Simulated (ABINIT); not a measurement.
# Completion of the band sum in GW: BP (F-43m), part 2 of 2

Aim: few bands, with and without a completion of the sum over empty states, for BP (F-43m).

ABINIT 10.8.3; PBE and many-body steps on it, plane waves. Known limits of the many-body steps: short of the basis limit.

So far. Step 3 (Screening, 6×6×6 mesh, 101 bands, screening to 228.6 eV): Local fields lower ε∞ by 9 %. Step 4 (101 bands): The gap on the mesh goes from 1.35 eV to 2.05 eV, a correction of +0.70 eV.

### 6. 12 bands

This step: G0W0 on PBE, plane waves, norm-conserving pseudopotentials.

File run.abi:

```
acell 3*1.0 Angstrom
rprim 
  0.000000000000 2.269000000000 2.269000000000
  2.269000000000 0.000000000000 2.269000000000
  2.269000000000 2.269000000000 0.000000000000
ntypat 2
znucl 5 15
natom 2
typat 1 2
xred 
  0.000000000000 0.000000000000 0.000000000000
  0.250000000000 0.250000000000 0.250000000000
pp_dirpath "pseudos"
pseudos "B.upf, P.upf"
ecut 34
ngkpt 6 6 6
nshiftk 1
shiftk 0 0 0
kptopt 1
chksymbreak 0
istwfk *1
occopt 1
irdwfk 1
optdriver 4
nband 12
gwcalctyp 0
ecutsigx 34
symsigma 1
nkptgw 2
kptgw 
  0.0000000000 0.0000000000 0.0000000000
  0.5000000000 0.5000000000 0.0000000000
bdgw 
  2 7
  3 6
ecuteps 8.4
irdscr 1
ppmodel 1
indata_prefix "in"
outdata_prefix "out"
tmpdata_prefix "tmp"
```

Started as:

```bash
> OMP_NUM_THREADS=1 mpirun -n 6 abinit run.abi > log
```

Standard output:

```text
.Version 10.8.3 of ABINIT. v10.8.2 released Aug 2026.

 Symmetries : space group F-4 3 m (#216); Bravais cF (face-center cubic)
[... echo of the input left out ...]
== DATASET  1 ==================================================================
-   mpi_nproc: 6, omp_nthreads: 1 (-1 if OMP is not activated)

--- !DatasetInfo
iteration_state: {dtset: 1, }
dimensions: {natom: 2, nkpt: 16, mband: 12, nsppol: 1, nspinor: 1, nspden: 1, mpw: 1524, }
cutoff_energies: {ecut:  34.0, pawecutdg:  -1.0, }
electrons: {nelect:   8.00000000E+00, charge:   0.00000000E+00, occopt:   1.00000000E+00, tsmear:   1.00000000E-02, }

 SIGMA: Calculation of the GW corrections

 Based on a program developped by R.W. Godby, V. Olevano, G. Onida, and L. Reining.
 Incorporated in ABINIT by V. Olevano, G.-M. Rignanese, and M. Torrent.
.Using double precision arithmetic ; gwpc =  8

[... cell and pseudopotentials left out ...]
--------------------------------------------------------------------------------

 ==== K-mesh for the wavefunctions ====
 Number of points in the irreducible wedge :    16
[... list of points left out ...]
 Together with 24 symmetry operations and time-reversal symmetry
 yields   216 points in the full Brillouin Zone.

 ==== Q-mesh for screening function ====
 Number of points in the irreducible wedge :    16
[... list of points left out ...]
 Together with 24 symmetry operations and time-reversal symmetry
 yields   216 points in the full Brillouin Zone.

 vcoul_init : cutoff-mode = AUXILIARY_FUNCTION
 q-points for optical limit:   1
     1)      0.000010    0.000020    0.000030
 setmesh: FFT mesh size selected  =    32x   32x   32
          total number of points  =        32768

 Number of electrons calculated from density =    8.0000; Expected =    8.0000
[...]
number of omega for Sigma on real axis              0
 max omega for Sigma on real axis  [eV]           0.00
 zcut for avoiding poles [eV]                     0.10

 EPSILON^-1 parameters (SCR file):
 dimension of the eps^-1 matrix on file            169
 dimension of the eps^-1 matrix used               169
 number of plane-waves for wavefunctions          1459
 number of bands                                    12
 number of q-points in IBZ                          16
 number of frequencies                               2
 number of real frequencies                          1
 number of imag frequencies                          1

 matrix elements of self-energy operator (all in [eV])

 Perturbative Calculation

--- !SelfEnergy_ee
iteration_state: {dtset: 1, }
kpoint     : [   0.000,    0.000,    0.000, ]
spin       : 1
KS_gap     :    3.407
QP_gap     :    4.377
Delta_QP_KS:    0.970
data: !SigmaeeData |
     Band     E0 <VxcDFT>   SigX SigC(E0)      Z dSigC/dE  Sig(E)    E-E0       E
        2   7.266 -13.300 -15.048   2.330   0.804  -0.244 -12.833   0.467   7.733
        3   7.266 -13.300 -15.048   2.330   0.804  -0.244 -12.833   0.467   7.733
        4   7.266 -13.300 -15.048   2.330   0.804  -0.244 -12.833   0.467   7.733
[...]
--- !SelfEnergy_ee
iteration_state: {dtset: 1, }
kpoint     : [   0.500,    0.500,    0.000, ]
spin       : 1
KS_gap     :    5.461
QP_gap     :    6.497
Delta_QP_KS:    1.036
data: !SigmaeeData |
     Band     E0 <VxcDFT>   SigX SigC(E0)      Z dSigC/dE  Sig(E)    E-E0       E
[...]
5   8.613 -10.826  -6.523  -2.976   0.816  -0.225  -9.743   1.084   9.696
        6   8.933 -10.680  -6.271  -3.026   0.822  -0.217  -9.544   1.136  10.069

== END DATASET(S) ==============================================================
================================================================================

 -outvars: echo values of variables after computation  --------
           etotal      0.0000000000E+00
            nband          12
             nkpt          16
          spgroup         216
 [... the other variables as echoed above ...]

 Calculation completed.
```

Wall time 2.4 s (6 MPI ranks of Arm Neoverse V2, shared host); peak memory 0.14 GiB.

Numbers from this step:

```yaml
g0w0_gap_on_the_mesh: 1.963 eV
starting_gap_on_the_mesh: 1.347 eV
k_of_the_valence_top: 0, 0, 0
k_of_the_conduction_bottom: 0.5, 0.5, 0
z_at_the_valence_top: 0.804
z_at_the_conduction_bottom: 0.816
least_direct_g0w0_gap_on_the_computed_points: 4.377 eV
```

Against G0W0 in ABINIT (6×6×6 mesh, 101 bands, screening to 228.6 eV, Godby-Needs plasmon pole), the gap moves by −0.088 eV.

### 7. Screening, 6×6×6 mesh, 12 bands, screening to 228.6 eV

This step: RPA screening on PBE, plane waves, norm-conserving pseudopotentials.

Edit run.abi of step 6 so:

```diff
@@ -23,17 +23,10 @@
 irdwfk 1
-optdriver 4
+optdriver 3
 nband 12
-gwcalctyp 0
-ecutsigx 34
-symsigma 1
-nkptgw 2
-kptgw 
-  0.0000000000 0.0000000000 0.0000000000
-  0.5000000000 0.5000000000 0.0000000000
-bdgw 
-  2 7
-  3 6
 ecuteps 8.4
-irdscr 1
-ppmodel 1
+inclvkb 2
+awtr 1
+symchi 1
+gwcomp 1
+gwencomp 3
 indata_prefix "in"
```

Started as:

```bash
> OMP_NUM_THREADS=1 mpirun -n 8 abinit run.abi > log
```

Standard output:

```text
.Version 10.8.3 of ABINIT. v10.8.2 released Aug 2026.

 Symmetries : space group F-4 3 m (#216); Bravais cF (face-center cubic)
[... echo of the input left out ...]
== DATASET  1 ==================================================================
-   mpi_nproc: 8, omp_nthreads: 1 (-1 if OMP is not activated)

--- !DatasetInfo
iteration_state: {dtset: 1, }
dimensions: {natom: 2, nkpt: 16, mband: 12, nsppol: 1, nspinor: 1, nspden: 1, mpw: 1524, }
cutoff_energies: {ecut:  34.0, pawecutdg:  -1.0, }
[...]
--------------------------------------------------------------------------------
[... chi0 elements left out ...]
 For q-point:  0.000010 0.000020 0.000030
  dielectric constant =   9.7095
  dielectric constant without local fields =  10.6215

  Average fulfillment of the sum rule on Im[epsilon] for q-point    1 :    176.45  [%]
[... wings left out ...]
  q-point number  2        q = ( 0.166667, 0.000000, 0.000000) [r.l.u.]
--------------------------------------------------------------------------------
[... chi0 elements left out ...]
  Average fulfillment of the sum rule on Im[epsilon] for q-point    2 :    122.39  [%]

 [... 14 further q-points ...]
```

It took 11 s on 8 MPI ranks; peak memory 0.78 GiB; 84 s of CPU time.

This step gave:

| Item | Value |
| --- | --- |
| ε∞ with local fields, on this mesh | 9.710 |
| ε∞ without local fields, on this mesh | 10.62 |
| plasma frequency | 21.73 eV |
| plane waves in the screening matrix | 169 |

### 8. 12 bands, completed

This step: G0W0 on PBE, plane waves, norm-conserving pseudopotentials.

Edit run.abi of step 7 so:

```diff
@@ -23,8 +23,17 @@
 irdwfk 1
-optdriver 3
+optdriver 4
 nband 12
+gwcalctyp 0
+ecutsigx 34
+symsigma 1
+nkptgw 2
+kptgw 
+  0.0000000000 0.0000000000 0.0000000000
+  0.5000000000 0.5000000000 0.0000000000
+bdgw 
+  2 7
+  3 6
 ecuteps 8.4
-inclvkb 2
-awtr 1
-symchi 1
+irdscr 1
+ppmodel 1
 gwcomp 1
```

Started as:

```bash
> OMP_NUM_THREADS=1 mpirun -n 6 abinit run.abi > log
```

Standard output:

```text
.Version 10.8.3 of ABINIT. v10.8.2 released Aug 2026.

 Symmetries : space group F-4 3 m (#216); Bravais cF (face-center cubic)
[... echo of the input left out ...]
== DATASET  1 ==================================================================
-   mpi_nproc: 6, omp_nthreads: 1 (-1 if OMP is not activated)

--- !DatasetInfo
iteration_state: {dtset: 1, }
dimensions: {natom: 2, nkpt: 16, mband: 12, nsppol: 1, nspinor: 1, nspden: 1, mpw: 1524, }
cutoff_energies: {ecut:  34.0, pawecutdg:  -1.0, }
[...]
Band     E0 <VxcDFT>   SigX SigC(E0)      Z dSigC/dE  Sig(E)    E-E0       E
[...]
5   8.613 -10.826  -6.523  -3.629   0.817  -0.224 -10.276   0.550   9.163
        6   8.933 -10.680  -6.271  -3.675   0.822  -0.216 -10.077   0.603   9.536

== END DATASET(S) ==============================================================
================================================================================

 -outvars: echo values of variables after computation  --------
           etotal      0.0000000000E+00
            nband          12
             nkpt          16
          spgroup         216
 [... the other variables as echoed above ...]

 Calculation completed.
```

Elapsed: 2.5 s, on 6 MPI ranks; peak memory 0.14 GiB; 14 s of CPU time.

This step gave:

```yaml
g0w0_gap_on_the_mesh: 2.068 eV
starting_gap_on_the_mesh: 1.347 eV
k_of_the_valence_top: 0, 0, 0
k_of_the_conduction_bottom: 0.5, 0.5, 0
least_direct_g0w0_gap_on_the_computed_points: 4.379 eV
```

Against G0W0 in ABINIT (6×6×6 mesh, 101 bands, screening to 228.6 eV, Godby-Needs plasmon pole), the gap moves by +0.017 eV.

### 9. Screening, 6×6×6 mesh, 38 bands, screening to 228.6 eV

This step: RPA screening on PBE, plane waves, norm-conserving pseudopotentials.

Edit run.abi of step 8 so:

```diff
@@ -23,19 +23,8 @@
 irdwfk 1
-optdriver 4
-nband 12
-gwcalctyp 0
-ecutsigx 34
-symsigma 1
-nkptgw 2
-kptgw 
-  0.0000000000 0.0000000000 0.0000000000
-  0.5000000000 0.5000000000 0.0000000000
-bdgw 
-  2 7
-  3 6
+optdriver 3
+nband 38
 ecuteps 8.4
-irdscr 1
-ppmodel 1
-gwcomp 1
-gwencomp 3
+inclvkb 2
+awtr 1
+symchi 1
 indata_prefix "in"
```

Started as:

```bash
> OMP_NUM_THREADS=1 mpirun -n 8 abinit run.abi > log
```

Standard output:

```text
.Version 10.8.3 of ABINIT. v10.8.2 released Aug 2026.

 Symmetries : space group F-4 3 m (#216); Bravais cF (face-center cubic)
[... echo of the input left out ...]
== DATASET  1 ==================================================================
-   mpi_nproc: 8, omp_nthreads: 1 (-1 if OMP is not activated)

--- !DatasetInfo
iteration_state: {dtset: 1, }
dimensions: {natom: 2, nkpt: 16, mband: 38, nsppol: 1, nspinor: 1, nspden: 1, mpw: 1524, }
cutoff_energies: {ecut:  34.0, pawecutdg:  -1.0, }
[...]
--------------------------------------------------------------------------------
[... chi0 elements left out ...]
 For q-point:  0.000010 0.000020 0.000030
  dielectric constant =   9.7209
  dielectric constant without local fields =  10.6484

  Average fulfillment of the sum rule on Im[epsilon] for q-point    1 :     72.13  [%]
[... wings left out ...]
  q-point number  2        q = ( 0.166667, 0.000000, 0.000000) [r.l.u.]
--------------------------------------------------------------------------------
[... chi0 elements left out ...]
  Average fulfillment of the sum rule on Im[epsilon] for q-point    2 :     88.84  [%]

 [... 14 further q-points ...]
```

It took 8.4 s on 8 MPI ranks; peak memory 0.84 GiB.

Read from the output:

| Item | Value |
| --- | --- |
| ε∞ with local fields, on this mesh | 9.721 |
| ε∞ without local fields, on this mesh | 10.65 |
| plasma frequency | 21.73 eV |
| plane waves in the screening matrix | 169 |

### 10. 38 bands

This step: G0W0 on PBE, plane waves, norm-conserving pseudopotentials.

Edit run.abi of step 9 so:

```diff
@@ -23,8 +23,17 @@
 irdwfk 1
-optdriver 3
+optdriver 4
 nband 38
+gwcalctyp 0
+ecutsigx 34
+symsigma 1
+nkptgw 2
+kptgw 
+  0.0000000000 0.0000000000 0.0000000000
+  0.5000000000 0.5000000000 0.0000000000
+bdgw 
+  2 7
+  3 6
 ecuteps 8.4
-inclvkb 2
-awtr 1
-symchi 1
+irdscr 1
+ppmodel 1
 indata_prefix "in"
```

Standard output:

```text
.Version 10.8.3 of ABINIT. v10.8.2 released Aug 2026.

 Symmetries : space group F-4 3 m (#216); Bravais cF (face-center cubic)
[... echo of the input left out ...]
== DATASET  1 ==================================================================
-   mpi_nproc: 8, omp_nthreads: 1 (-1 if OMP is not activated)

--- !DatasetInfo
iteration_state: {dtset: 1, }
dimensions: {natom: 2, nkpt: 16, mband: 38, nsppol: 1, nspinor: 1, nspden: 1, mpw: 1524, }
cutoff_energies: {ecut:  34.0, pawecutdg:  -1.0, }
[...]
Band     E0 <VxcDFT>   SigX SigC(E0)      Z dSigC/dE  Sig(E)    E-E0       E
[...]
5   8.613 -10.826  -6.523  -3.903   0.806  -0.240 -10.504   0.322   8.935
        6   8.933 -10.680  -6.271  -3.949   0.811  -0.233 -10.308   0.372   9.305

== END DATASET(S) ==============================================================
================================================================================

 -outvars: echo values of variables after computation  --------
           etotal      0.0000000000E+00
            nband          38
             nkpt          16
          spgroup         216
 [... the other variables as echoed above ...]

 Calculation completed.
```

Elapsed: 3.1 s, on 8 MPI ranks; peak memory 0.99 GiB.

Numbers from this step:

```
G0W0 gap on the mesh                         : 1.983 eV
starting gap on the mesh                     : 1.347 eV
k of the valence top                         : 0, 0, 0
k of the conduction bottom                   : 0.5, 0.5, 0
least direct G0W0 gap on the computed points : 4.253 eV
```

Against G0W0 in ABINIT (6×6×6 mesh, 101 bands, screening to 228.6 eV, Godby-Needs plasmon pole), the gap moves by −0.068 eV.

### 11. Screening, 6×6×6 mesh, 38 bands, screening to 228.6 eV

This step: RPA screening on PBE, plane waves, norm-conserving pseudopotentials.

Edit run.abi of step 10 so:

```diff
@@ -23,17 +23,10 @@
 irdwfk 1
-optdriver 4
+optdriver 3
 nband 38
-gwcalctyp 0
-ecutsigx 34
-symsigma 1
-nkptgw 2
-kptgw 
-  0.0000000000 0.0000000000 0.0000000000
-  0.5000000000 0.5000000000 0.0000000000
-bdgw 
-  2 7
-  3 6
 ecuteps 8.4
-irdscr 1
-ppmodel 1
+inclvkb 2
+awtr 1
+symchi 1
+gwcomp 1
+gwencomp 2
 indata_prefix "in"
```

Standard output:

```text
.Version 10.8.3 of ABINIT. v10.8.2 released Aug 2026.

 Symmetries : space group F-4 3 m (#216); Bravais cF (face-center cubic)
[... echo of the input left out ...]
== DATASET  1 ==================================================================
-   mpi_nproc: 8, omp_nthreads: 1 (-1 if OMP is not activated)

--- !DatasetInfo
iteration_state: {dtset: 1, }
dimensions: {natom: 2, nkpt: 16, mband: 38, nsppol: 1, nspinor: 1, nspden: 1, mpw: 1524, }
cutoff_energies: {ecut:  34.0, pawecutdg:  -1.0, }
[...]
--------------------------------------------------------------------------------
[... chi0 elements left out ...]
 For q-point:  0.000010 0.000020 0.000030
  dielectric constant =   9.7356
  dielectric constant without local fields =  10.6484

  Average fulfillment of the sum rule on Im[epsilon] for q-point    1 :    102.44  [%]
[... wings left out ...]
  q-point number  2        q = ( 0.166667, 0.000000, 0.000000) [r.l.u.]
--------------------------------------------------------------------------------
[... chi0 elements left out ...]
  Average fulfillment of the sum rule on Im[epsilon] for q-point    2 :     98.04  [%]

 [... 14 further q-points ...]
```

Elapsed: 13 s, on 8 MPI ranks; peak memory 0.88 GiB; 1.7 min of CPU time.

This step gave:

| Item | Value |
| --- | --- |
| ε∞ with local fields, on this mesh | 9.736 |
| ε∞ without local fields, on this mesh | 10.65 |
| plasma frequency | 21.73 eV |
| plane waves in the screening matrix | 169 |

### 12. 38 bands, completed

This step: G0W0 on PBE, plane waves, norm-conserving pseudopotentials.

Edit run.abi of step 11 so:

```diff
@@ -23,8 +23,17 @@
 irdwfk 1
-optdriver 3
+optdriver 4
 nband 38
+gwcalctyp 0
+ecutsigx 34
+symsigma 1
+nkptgw 2
+kptgw 
+  0.0000000000 0.0000000000 0.0000000000
+  0.5000000000 0.5000000000 0.0000000000
+bdgw 
+  2 7
+  3 6
 ecuteps 8.4
-inclvkb 2
-awtr 1
-symchi 1
+irdscr 1
+ppmodel 1
 gwcomp 1
```

Standard output:

```text
.Version 10.8.3 of ABINIT. v10.8.2 released Aug 2026.

 Symmetries : space group F-4 3 m (#216); Bravais cF (face-center cubic)
[... echo of the input left out ...]
== DATASET  1 ==================================================================
-   mpi_nproc: 8, omp_nthreads: 1 (-1 if OMP is not activated)

--- !DatasetInfo
iteration_state: {dtset: 1, }
dimensions: {natom: 2, nkpt: 16, mband: 38, nsppol: 1, nspinor: 1, nspden: 1, mpw: 1524, }
cutoff_energies: {ecut:  34.0, pawecutdg:  -1.0, }
[...]
Band     E0 <VxcDFT>   SigX SigC(E0)      Z dSigC/dE  Sig(E)    E-E0       E
[...]
5   8.613 -10.826  -6.523  -4.228   0.806  -0.241 -10.766   0.061   8.673
        6   8.933 -10.680  -6.271  -4.271   0.811  -0.234 -10.569   0.111   9.044

== END DATASET(S) ==============================================================
================================================================================

 -outvars: echo values of variables after computation  --------
           etotal      0.0000000000E+00
            nband          38
             nkpt          16
          spgroup         216
 [... the other variables as echoed above ...]

 Calculation completed.
```

It took 3.3 s on 8 MPI ranks; peak memory 1 GiB.

Read from the output:

```
G0W0 gap on the mesh                         : 2.071 eV
starting gap on the mesh                     : 1.347 eV
k of the valence top                         : 0, 0, 0
k of the conduction bottom                   : 0.5, 0.5, 0
least direct G0W0 gap on the computed points : 4.284 eV
```

Against G0W0 in ABINIT (6×6×6 mesh, 101 bands, screening to 228.6 eV, Godby-Needs plasmon pole), the gap moves by +0.020 eV.

### 13. Side by side

Times are wall times on the hardware named with each run, good to a factor of about two. A run's time includes the screening step that it read.

```tsv
run	mesh	bands	screening cutoff (eV)	DFT gap (eV)	gap on the mesh (eV)	direct (eV)	ε∞ used	time
101 bands	6×6×6	101	228.6	1.347	2.051	4.274	9.74	25 s
12 bands	6×6×6	12	228.6	1.347	1.963	4.377	9.66	5.5 s
12 bands, completed	6×6×6	12	228.6	1.347	2.068	4.379	9.71	13 s
38 bands	6×6×6	38	228.6	1.347	1.983	4.253	9.72	12 s
38 bands, completed	6×6×6	38	228.6	1.347	2.071	4.284	9.74	16 s
```

### 14. Summary of results

```json
{
 "101 bands": "2.051 eV",
 "12 bands": "1.963 eV",
 "12 bands, completed": "2.068 eV",
 "38 bands": "1.983 eV",
 "38 bands, completed": "2.071 eV"
}
```

In words: 12 bands: −0.088 eV against 101 bands. 12 bands, completed: +0.017 eV against 101 bands. 38 bands: −0.068 eV against 101 bands. 38 bands, completed: +0.020 eV against 101 bands. The row with most bands is itself short of the limit, so it is no exact reference, and agreement of a truncated run with it can be a cancellation between the edges.

[Long decimals in the printed logs are rounded to 6 places.]

[Logs are printed without paths, hosts, clocks, repeated set-up lines and the standing remarks that a program may print on its own settings, such as how far it seeks lower states.]

[Paths, hosts, dates, memory and timing lines, banners, echoed tables and standing remarks are left out of the program output; an Ansatz launch command may be rebuilt from the run's recorded settings. Measured values are a selection of at most five: reports struck by readers or far from the other reports are left out. None is set beside runs whose start may be inverted or whose files or cutoffs have a known fault.]

[Runs of the session that timed out or met a known fault of the program may be left out.]

[Hosts, paths, dates, database ids (printed as entryN), source tags and the programs' standing remarks are cut or masked in the printed files.]

[G0W0 gaps are taken among the corrected bands and points alone; a level outside them can change the order at an edge.]

[Where Ansatz stands beside ABINIT at settings called matched, ABINIT's density can come from a denser mesh and the files from another edition; pairs whose starting gaps differed by over 0.03 eV were left out, so agreement reads better than it is.]
